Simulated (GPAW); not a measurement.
## Core-hole calculation of the Mn K edge in MnO2 (Pmmn)

What does one-electron theory with a core hole give for the Mn K edge of MnO2 (Pmmn)?

Calculated with GPAW 26.7.0; X-ray absorption from dipole matrix elements to empty bands, plane-wave PAW LDA+U.

## (1) Starting point

The structure is orthorhombic, space group Pmmn (No. 59). Conventional cell: a = 2.904 Å, b = 3.845 Å, c = 6.164 Å, α = 90.00°, β = 90.00°, γ = 90.00°. Mn has 6 O at 1.83 to 2.05 Å nearest. Nearest to O lie 2 Mn at 1.83 Å. Nearest to O lie 4 Mn at 1.98 to 2.05 Å. Farther neighbours and most contacts between anions are not listed.

Coordinates:

```xyz
6
Lattice="2.9042 0.0000 0.0000 0.0000 3.8448 0.0000 0.0000 0.0000 6.1643" Properties=species:S:1:pos:R:3 pbc="T T T"
Mn    1.4521    1.9224    2.1162
Mn    0.0000    0.0000    4.0481
O     1.4521    0.0000    5.1630
O     0.0000    1.9224    1.0013
O     1.4521    0.0000    2.6001
O     0.0000    1.9224    3.5642
```

## (2) Ground state of the crystal

The ground state comes first: it tells whether the system has a gap, which decides how the excited electron is treated.

Contents of scf.py:

```python
import numpy as np
from ase import Atoms
from ase.parallel import parprint, paropen
from gpaw import GPAW, PW, FermiDirac, Mixer, MixerDif, setup_paths
from gpaw.test import gen
setup_paths.insert(0, '.')
gen('Mn', name='nch1s', xcname='LDA', corehole=(1, 0, 0), write_xml=True)
from gpaw.mpi import world
world.barrier()

atoms = Atoms('Mn2O4',
    cell=[[2.904158, 0, 0],
     [0, 3.84481, 0],
     [0, 0, 6.164264]],
    scaled_positions=[[0.5, 0.5, 0.3433015],
     [0, 0, 0.6566985],
     [0.5, 0, 0.8375675],
     [0, 0.5, 0.1624325],
     [0.5, 0, 0.4217995],
     [0, 0.5, 0.5782005]],
    magmoms=[4.0, -4.0, 0.0, 0.0, 0.0, 0.0],
    pbc=True)
atoms.calc = calc = GPAW(legacy_gpaw=True, mode=PW(500, force_complex_dtype=True), xc='LDA', setups={'Mn': ':d,4', 0: 'nch1s:d,4'},
    kpts={'size': (9, 7, 4), 'gamma': True}, occupations=FermiDirac(0.05),
    charge=0, mixer=MixerDif(0.05, 8, 50), maxiter=150,
    convergence={'density': 0.0001, 'eigenstates': 1e-6}, txt='scf.txt')
energy = atoms.get_potential_energy() + calc.get_reference_energy()
ef = calc.get_fermi_level()
out = dict(energy=energy, fermi=ef, forces=atoms.get_forces().tolist(), magmoms=atoms.get_magnetic_moments().tolist())
parprint(f'all-electron energy {energy:.4f} eV, Fermi level {ef:.4f} eV')
ev = np.array([[calc.get_eigenvalues(k, s) for k in range(len(calc.get_ibz_k_points()))] for s in range(calc.get_number_of_spins())])
out['homo'], out['lumo'], out['counts'] = ev[ev < ef].max(), ev[ev > ef].min(), sorted(set((ev < ef).sum((0, 2)).tolist()))
out['filled'] = (ev[:, 0] < ef).sum(1).tolist()
import json
with paropen('out.json', 'w') as f:
    json.dump(out, f)
```

Command:

```sh
$ OMP_NUM_THREADS=1 mpirun -n 4 gpaw python scf.py
```

Numbers of over 12 decimals in the logs are rounded to 6 here.

The program printed:

```text
Input parameters:
  convergence: {density: 0.0001,
                eigenstates: 1e-06}
  kpts: {gamma: True,
         size: (9, 7, 4)}
  maxiter: 150
  mixer: {backend: pulay,
          beta: 0.05,
          method: difference,
          nmaxold: 8,
          weight: 50}
  mode: {ecut: 500.0,
         force_complex_dtype: True,
         name: pw}
  occupations: {fixmagmom: False,
                name: fermi-dirac,
                width: 0.05}
  setups: {0: nch1s:d,4,
           Mn: :d,4}

Initialize ...

[... PAW data sets ...]

Reference energy: -71022.576221  # eV

Spin-polarized calculation.
Initial magnetic moment: 0.000000

[... convergence settings ...]
Symmetries present (total): 4
  [... symmetry matrices ...]

252 k-points: 9 x 7 x 4 Monkhorst-Pack grid + [0.000000,0.000000,1/8]
60 k-points in the irreducible part of the Brillouin zone
       k-points in crystal coordinates                weights
   0:     0.00000000    0.00000000    0.00000000          1/252
   1:     0.00000000    0.00000000    0.25000000          2/252
   2:     0.00000000    0.00000000    0.50000000          1/252
   3:     0.00000000    0.14285714    0.00000000          2/252
   4:     0.00000000    0.14285714    0.25000000          4/252
   5:     0.00000000    0.14285714    0.50000000          2/252
   6:     0.00000000    0.28571429    0.00000000          2/252
   7:     0.00000000    0.28571429    0.25000000          4/252
   8:     0.00000000    0.28571429    0.50000000          2/252
   9:     0.00000000    0.42857143    0.00000000          2/252
          ...
  59:     0.44444444    0.42857143    0.50000000          4/252

Wave functions: Plane wave expansion
  Cutoff energy: 500.000 eV
  Number of coefficients (min, max): 1731, 1770
  Pulay-stress correction: 0.000000 eV/Ang^3 (de/decut=0.000000)
  Using FFTW library
  Wavefunction extrapolation:
    Improved wavefunction reuse through dual PAW basis

Occupation numbers: Fermi-Dirac:
  width: 0.0500  # eV

Eigensolver
   Davidson(niter=2)

Densities:
  Coarse grid: 15*20*32 grid
  Fine grid: 30*40*64 grid
  Total Charge: 0.000000

Density mixing:
  Method: difference
  Backend: pulay
  Linear mixing parameter: 0.05
  old densities: 8
  Width of damping distribution: 1.1
  Damping of long wavelength oscillations: 50

[... Hamiltonian set-up ...]
Number of atoms: 6
Number of atomic orbitals: 42
Number of bands in calculation: 37
Number of valence electrons: 54
Bands to converge: occupied

... initialized

Initializing position-dependent things.

Density initialized from atomic densities
Creating initial wave functions:
  37 bands from LCAO basis set

Positions:
   0 Mn     1.452079    1.922405    2.116201    ( 0.0000,  0.0000,  4.0000)
   1 Mn     0.000000    0.000000    4.048063    ( 0.0000,  0.0000, -4.0000)
   2 O      1.452079    0.000000    5.162987    ( 0.0000,  0.0000,  0.0000)
   3 O      0.000000    1.922405    1.001277    ( 0.0000,  0.0000,  0.0000)
   4 O      1.452079    0.000000    2.600083    ( 0.0000,  0.0000,  0.0000)
   5 O      0.000000    1.922405    3.564181    ( 0.0000,  0.0000,  0.0000)

Unit cell:
           periodic     x           y           z      points  spacing
  1. axis:    yes    2.904158    0.000000    0.000000    15     0.1936
  2. axis:    yes    0.000000    3.844810    0.000000    20     0.1922
  3. axis:    yes    0.000000    0.000000    6.164264    32     0.1926

  Lengths:   2.904158   3.844810   6.164264
  Angles:   90.000000  90.000000  90.000000

Effective grid spacing dv^(1/3) = 0.1928

iter:   1   -50.651653                   -0.0000
iter:   2   -50.130433   -0.91  -1.08    -0.0000
iter:   3   -48.514880   -0.55  -1.14    -0.0000
iter:   4   -48.128857   -2.13  -1.40    -0.0000
iter:   5   -48.302777   -1.24  -1.43    -0.0002
iter:   6   -47.626881   -1.57  -1.33    -0.0001
iter:   7   -48.343604   -1.41  -1.65    +0.0001
iter:   8   -47.498810   -1.86  -1.58    -0.0004
iter:   9   -47.487256   -3.66  -2.20    -0.0003
iter:  10   -47.470759   -3.26  -2.29    -0.0001
iter:  11   -47.471404c  -3.49  -2.71    -0.0004
iter:  12   -47.470598c  -4.82  -3.07    -0.0004
iter:  13   -47.470735c  -5.25  -3.30    +0.0003
iter:  14   -47.471564c  -5.08  -3.46    -0.0018
iter:  15   -47.471843c  -5.33  -3.74    -0.0006
iter:  16   -47.472195c  -5.47  -3.85    +0.0005
iter:  17   -47.472220c  -5.76  -3.48    +0.0006
iter:  18   -47.472219c  -5.98  -3.63    +0.0004
iter:  19   -47.472221c  -6.79c -3.83    +0.0003
iter:  20   -47.472222c  -6.64c -3.95    +0.0002
iter:  21   -47.472219c  -7.29c -4.19c   +0.0002

Converged after 21 iterations.

Dipole moment: (-0.000000, 0.000000, -0.000060) |e|*Ang

Total magnetic moment: (0.000000, 0.000000, 0.000229)
Local magnetic moments:
   0 Mn ( 0.000000,  0.000000,  3.132878)
   1 Mn ( 0.000000,  0.000000, -3.132711)
   2 O  ( 0.000000,  0.000000,  0.057024)
   3 O  ( 0.000000,  0.000000, -0.056955)
   4 O  ( 0.000000,  0.000000, -0.011484)
   5 O  ( 0.000000,  0.000000,  0.011450)

Energy contributions relative to reference atoms: (reference = -71022.576221)

Kinetic:        +21.998813
Potential:      -25.739892
External:        +0.000000
XC:             -43.898915
Entropy (-ST):   -0.005344
Local:           +0.170448
SIC:             +0.000000
--------------------------
Free energy:    -47.474891
Extrapolated:   -47.472219

Spin contamination: 3.553419 electrons
Showing only first 2 kpts
                      Up                     Down
 Kpt  Band  Eigenvalues  Occupancy  Eigenvalues  Occupancy
  0    25      1.82543    1.00000      1.82540    1.00000
  0    26      3.01215    0.91305      3.01241    0.91263
  0    27      3.82336    0.00000      3.82371    0.00000
  0    28      5.61071    0.00000      5.61066    0.00000

  1    25      1.83086    1.00000      1.83106    1.00000
  1    26      3.00272    0.92690      3.00299    0.92654
  1    27      3.74970    0.00000      3.75007    0.00000
  1    28      5.61064    0.00000      5.61059    0.00000

Fermi level: 3.12972

Gap: 0.151 eV
Transition (v -> c):
  (s=1, k=0, n=26, [0.00, 0.00, 0.00]) -> (s=0, k=48, n=27, [0.44, 0.00, 0.00])
Direct/indirect transitions are different
Direct gap: 0.219 eV
Transition at: (s=1->0, k=48, n=26, [0.44, 0.00, 0.00])

Forces in eV/Ang:
  0 Mn    0.00000    0.00000   -0.18940
  1 Mn    0.00000    0.00000    0.19015
  2 O     0.00000    0.00000   -0.97990
  3 O     0.00000    0.00000    0.98003
  4 O     0.00000    0.00000    0.33027
  5 O     0.00000    0.00000   -0.33022
Scalar-relativistic atomic LDA calculation for Mn (Manganese, Z=25)
Core hole in 1s state (1s occupation: 2.0)
600 radial gridpoints.
|------------------------------------------------|
|------------------------------------------------|
[... the atom generator's iteration count ...]

Energy contributions:
-------------------------
Kinetic:    +1167.899392
XC:           -49.721188
Potential:  -2274.145488
-------------------------
Total:      -1155.967283

state      eigenvalue         ekin         rmax
-----------------------------------------------
1s^2.0 :  -235.654231   306.862693        0.040
2s^2.0 :   -27.269400    55.338432        0.233
2p^6.0 :   -23.144030    54.021996        0.188
3s^2.0 :    -3.137901    11.952102        0.736
3p^6.0 :    -2.002579    10.379009        0.751
3d^5.0 :    -0.257567     6.192382        0.757
4s^2.0 :    -0.194105     1.112499        2.490
4p^0.0 :    -0.054042     0.531337        3.391
-----------------------------------------------
(units: Bohr and Hartree)

Generating PAW setup
Kinetic energy of the core from tauc = 1056.042781882896
Cutoffs:
rc(s)=2.410
rc(p)=2.420
rc(d)=2.150
rc(vbar)=2.350
rc(comp)=2.290
rc(nct)=2.420

Kinetic energy of the core states: 1048.534225
Charge: 0.0
Core electrons: 10.0
Valence electrons: 15.0
Pseudo-core charge: 0.000000
Shape function alpha=1.907
Pseudo-electron charge 4.612870
state    eigenvalue         norm
--------------------------------
3s(2) :    -3.137901     0.111894
4s(2) :    -0.194105     1.047649
3p(6) :    -2.002579     0.093479
4p(0) :    -0.054042     0.998675
3d(5) :    -0.257567     0.346582
*d    :     0.742433
--------------------------------

Diagonalizing with gridspacing h=0.050

state   all-electron     PAW
-------------------------------
3s:      -3.137901    -3.138225
3p:      -2.002579    -2.003494
3d:      -0.257567    -0.258868
*f:                    0.069536
-------------------------------
all-electron energy -71070.0484 eV, Fermi level 3.1297 eV
```

Wall time 33 s (4 MPI ranks of Intel Xeon Platinum 8375C at 2.90GHz (Ice Lake), shared host); peak memory 0.27 GiB.

The mesh shows a gap of only 0.15 eV, so the system is treated as a metal and the core electron is put at the Fermi level (neutral cell).

Site moments (μB): 3.13, -3.13, 0.06, -0.06, -0.01, 0.01.

## (3) Supercell without a hole, the energy reference

The photon energy needs a difference of total energies, so the cell and mesh of the coming hole run are first run without a hole.

Edit scf.py of step 2 so:

```diff
@@ -10,16 +10,22 @@
 
-atoms = Atoms('Mn2O4',
-    cell=[[2.904158, 0, 0],
-     [0, 3.84481, 0],
-     [0, 0, 6.164264]],
-    scaled_positions=[[0.5, 0.5, 0.3433015],
-     [0, 0, 0.6566985],
-     [0.5, 0, 0.8375675],
-     [0, 0.5, 0.1624325],
-     [0.5, 0, 0.4217995],
-     [0, 0.5, 0.5782005]],
-    magmoms=[4.0, -4.0, 0.0, 0.0, 0.0, 0.0],
+atoms = Atoms('Mn4O8',
+    cell=[[-2.904158, 3.84481, 0],
+     [-2.904158, -3.84481, 0],
+     [2.904158, 0, 6.164264]],
+    scaled_positions=[[0.17165075, 0.67165075, 0.3433015],
+     [0.67165075, 0.17165075, 0.3433015],
+     [0.32834925, 0.32834925, 0.6566985],
+     [0.82834925, 0.82834925, 0.6566985],
+     [0.16878375, 0.16878375, 0.8375675],
+     [0.66878375, 0.66878375, 0.8375675],
+     [0.33121625, 0.83121625, 0.1624325],
+     [0.83121625, 0.33121625, 0.1624325],
+     [0.96089975, 0.96089975, 0.4217995],
+     [0.46089975, 0.46089975, 0.4217995],
+     [0.53910025, 0.03910025, 0.5782005],
+     [0.03910025, 0.53910025, 0.5782005]],
+    magmoms=[4.0, 4.0, -4.0, -4.0, 0.0, 0.0, 0.0, 0.0, 0.0, 0.0, 0.0, 0.0],
     pbc=True)
 atoms.calc = calc = GPAW(legacy_gpaw=True, mode=PW(500, force_complex_dtype=True), xc='LDA', setups={'Mn': ':d,4', 0: 'nch1s:d,4'},
-    kpts={'size': (9, 7, 4), 'gamma': True}, occupations=FermiDirac(0.05),
+    kpts={'size': (4, 4, 4), 'gamma': True}, occupations=FermiDirac(0.1),
     charge=0, mixer=MixerDif(0.05, 8, 50), maxiter=150,
```

The program printed:

```text
Input parameters:
  convergence: {density: 0.0001,
                eigenstates: 1e-06}
  kpts: {gamma: True,
         size: (4, 4, 4)}
  maxiter: 150
  mixer: {backend: pulay,
          beta: 0.05,
          method: difference,
          nmaxold: 8,
          weight: 50}
  mode: {ecut: 500.0,
         force_complex_dtype: True,
         name: pw}
  occupations: {fixmagmom: False,
                name: fermi-dirac,
[...]
<dir> UserWarning: Initial realspace grid (25,25,36) inconsistent with symmetries.
  warnings.warn(
<dir> UserWarning: Using symmetrized grid: (36,36,36).

  warnings.warn('Using symmetrized grid: ({},{},{}).\n'.format(*N_c))
<dir> UserWarning: Initial realspace grid (25,25,36) inconsistent with symmetries.
  warnings.warn(
<dir> UserWarning: Using symmetrized grid: (36,36,36).

  warnings.warn('Using symmetrized grid: ({},{},{}).\n'.format(*N_c))
all-electron energy -142140.0973 eV, Fermi level 3.1917 eV
[key lines of the parts left out:]
Converged after 17 iterations.
Dipole moment: (-0.000000, -0.000034, 0.000000) |e|*Ang
Free energy:    -94.974992
Fermi level: 3.19175
```

The job ended after 95 s (4 MPI ranks; peak memory 0.56 GiB; 6.3 min of CPU time).

Reference energy: -142140.097 eV with the cores included.

[end of part 1 of 3]

[Banner, clock and machine lines of the logs are left out without a mark of their own.]

[Logs are printed without paths, hosts, clocks, repeated set-up lines and the standing remarks that a program may print on its own settings, such as how far it seeks lower states.]

[Hosts, paths, dates, database ids (printed as entryN), source tags and the programs' standing remarks are cut or masked in the printed files.]

[Lists of maxima count a maximum above −3 eV only where it reaches 4 % of the highest in the window and stands out from its surroundings by 2 % of it (1.5 % where it reaches 55 %); shoulders and weaker maxima are passed over, and of the rest the first, up to two pre-edge ones and the few strongest are named.]
